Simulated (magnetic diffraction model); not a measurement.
**Magnetic neutron pattern of YbBe₄Al₄Tl₄**

Space group I4/mmm (no. 139), a = 9.2050 Å, c = 5.3850 Å.

| site | atom | x | y | z |
| --- | --- | --- | --- | --- |
| 8i | Tl | 0.8322 | 1/2 | 1/2 |
| 2a | Yb | 0 | 0 | 0 |
| 8j | Al | 0.2671 | 1/2 | 0 |
| 8f | Be | 1/4 | 3/4 | 3/4 |

This is a made-up structure (elements placed in a structure type, unrelaxed), so the numbers test the method and describe no known phase.

Only Yb is taken to order (form factors of Yb3+); orders and moment sizes are assumed, and not adapted to the symmetry. Radiation: neutrons of λ = 2.567 Å, 3° to 90°; isotropic B of 0.4 Å² (Tl), 0.41 Å² (Yb), 0.51 Å² (Al) and 0.92 Å² (Be). Simulated constant-wavelength pattern: nuclear and magnetic terms add, the magnetic one as |2.695 fm × Σ f S⊥ exp(2πi Q·r) exp(−B s²)|², summed over all Q at one angle with the factor 1/(sin²θ cos θ). For collinear order S is the moment m, which repeats by lattice and centring translations R with the sign exp(−2πi k·R). Free-ion form factors, Sears's scattering lengths of 1992, no absorption; a label names one of the reflections at its angle. The strongest nuclear line in the range is 100, and lines under 0.2 are left out.

Assume the order k = (0 0 0), collinear moments along [010], 3.4 μB on Yb.

Q: Where does magnetic intensity appear, and how strong is it?

```tsv
2θ (°)	index	nuclear	magnetic
22.75	(1 1 0)	1.5	5.2
32.06	(1 0 1)	25.1	9.1
32.39	(2 0 0)	6.3	2.6
46.22	(2 1 1)	0.1	6.8
46.45	(2 2 0)	4.7	1.2
52.33	(3 1 0)	21.9	1.9
56.94	(0 0 2)	11.4	0.8
57.56	(3 0 1)	87.1	2.0
62.11	(1 1 2)	0.5	2.5
67.05	(2 0 2)	100.0	2.0
67.61	(3 2 1)	66.3	2.7
67.80	(4 0 0)	78.5	0.6
72.54	(3 3 0)	31.4	0.5
76.44	(2 2 2)	76.2	1.5
76.98	(4 1 1)	8.3	2.1
77.16	(4 2 0)	39.5	0.9
80.99	(3 1 2)	23.2	2.5
```

The strongest magnetic line in the range is (1 0 1) at 32.06° (9.1). On top of the Lorentz factor, which all lines share, magnetic lines fade with angle because f falls: for Yb3+ it is 0.97, 0.88, 0.76 and 0.51 at sin θ/λ = 0.1, 0.2, 0.3 and 0.5 Å⁻¹, while nuclear lengths stay constant. The net moment is 3.40 μB a primitive cell.

[Logs are printed without paths, hosts, clocks, repeated set-up lines and the standing remarks that a program may print on its own settings, such as how far it seeks lower states.]
